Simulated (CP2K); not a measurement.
Thioacetamide has these distinct C atoms: C1 (bonded to C and 3 H) and C2 (bonded to C, N and S).

```xyz
9

C    -1.0314    0.2961   -0.2809
C     0.1565   -0.1712    0.5272
N     1.3261   -0.2360   -0.1563
S     0.0506   -0.5737    2.1305
H    -1.4495    1.2024    0.1746
H    -0.7797    0.5090   -1.3296
H    -1.8173   -0.4688   -0.2527
H     2.1603   -0.5479    0.3309
H     1.3844   -0.0099   -1.1437
```

Their partial C K spectra (CP2K XAS_TDP, all-electron GAPW, PBEh(45%), aug-cc-pVDZ, TDA, GW2X-corrected core level, no relativity) are given in random order, each times the number of alike atoms.

Gaussian full width 0.5 eV, oscillator strength per eV, alike atoms added, rows of zeros left out:

| E (eV) | curve 1 | curve 2 |
| --- | --- | --- |
| 287.00 | 0.000 | 0.008 |
| 287.25 | 0.000 | 0.066 |
| 287.50 | 0.000 | 0.134 |
| 287.75 | 0.000 | 0.068 |
| 288.00 | 0.000 | 0.009 |
| 289.75 | 0.001 | 0.000 |
| 290.00 | 0.008 | 0.000 |
| 290.25 | 0.015 | 0.000 |
| 290.50 | 0.009 | 0.000 |
| 290.75 | 0.015 | 0.000 |
| 291.00 | 0.037 | 0.000 |
| 291.25 | 0.035 | 0.000 |
| 291.50 | 0.046 | 0.000 |
| 291.75 | 0.048 | 0.000 |
| 292.00 | 0.029 | 0.002 |
| 292.25 | 0.012 | 0.003 |
| 292.50 | 0.011 | 0.002 |
| 292.75 | 0.025 | 0.006 |
| 293.00 | 0.026 | 0.022 |
| 293.25 | 0.011 | 0.026 |
| 293.50 | 0.016 | 0.021 |
| 293.75 | 0.039 | 0.035 |
| 294.00 | 0.051 | 0.024 |
| 294.25 | 0.036 | 0.009 |
| 294.50 | 0.012 | 0.004 |
| 294.75 | 0.010 | 0.005 |
| 295.00 | 0.012 | 0.015 |
| 295.25 | 0.007 | 0.027 |
| 295.50 | 0.006 | 0.039 |
| 295.75 | 0.006 | 0.027 |
| 296.00 | 0.003 | 0.012 |
| 296.25 | 0.002 | 0.013 |
| 296.50 | 0.009 | 0.012 |
| 296.75 | 0.024 | 0.007 |
| 297.00 | 0.020 | 0.005 |
| 297.25 | 0.006 | 0.010 |
| 297.50 | 0.003 | 0.023 |
| 297.75 | 0.004 | 0.029 |
| 298.00 | 0.003 | 0.011 |
| 298.25 | 0.011 | 0.002 |
| 298.50 | 0.017 | 0.003 |

Which curve belongs to which atom?

Curve 1: C1 (bonded to C and 3 H), leading line at 290.25 eV (f = 0.008 an atom), ionisation energy 292.71 eV, term value 2.46 eV. Curve 2: C2 (bonded to C, N and S), leading line at 287.50 eV (f = 0.071 an atom), ionisation energy 294.34 eV, term value 6.84 eV. The leading line of an atom is its first one with 35 % of the strongest within 2.5 eV of its lowest line over the strength cut. A line lies at the core ionisation energy, which rises as an atom loses charge to its neighbours or to a π system, less the term value, which is large for a low π* or σ* orbital with weight on that atom.

[Banner, clock and machine lines of the logs are left out without a mark of their own.]

[Logs are printed without paths, hosts, clocks, repeated set-up lines and the standing remarks that a program may print on its own settings, such as how far it seeks lower states.]

[Hosts, paths, dates, database ids (printed as entryN), source tags and the programs' standing remarks are cut or masked in the printed files.]
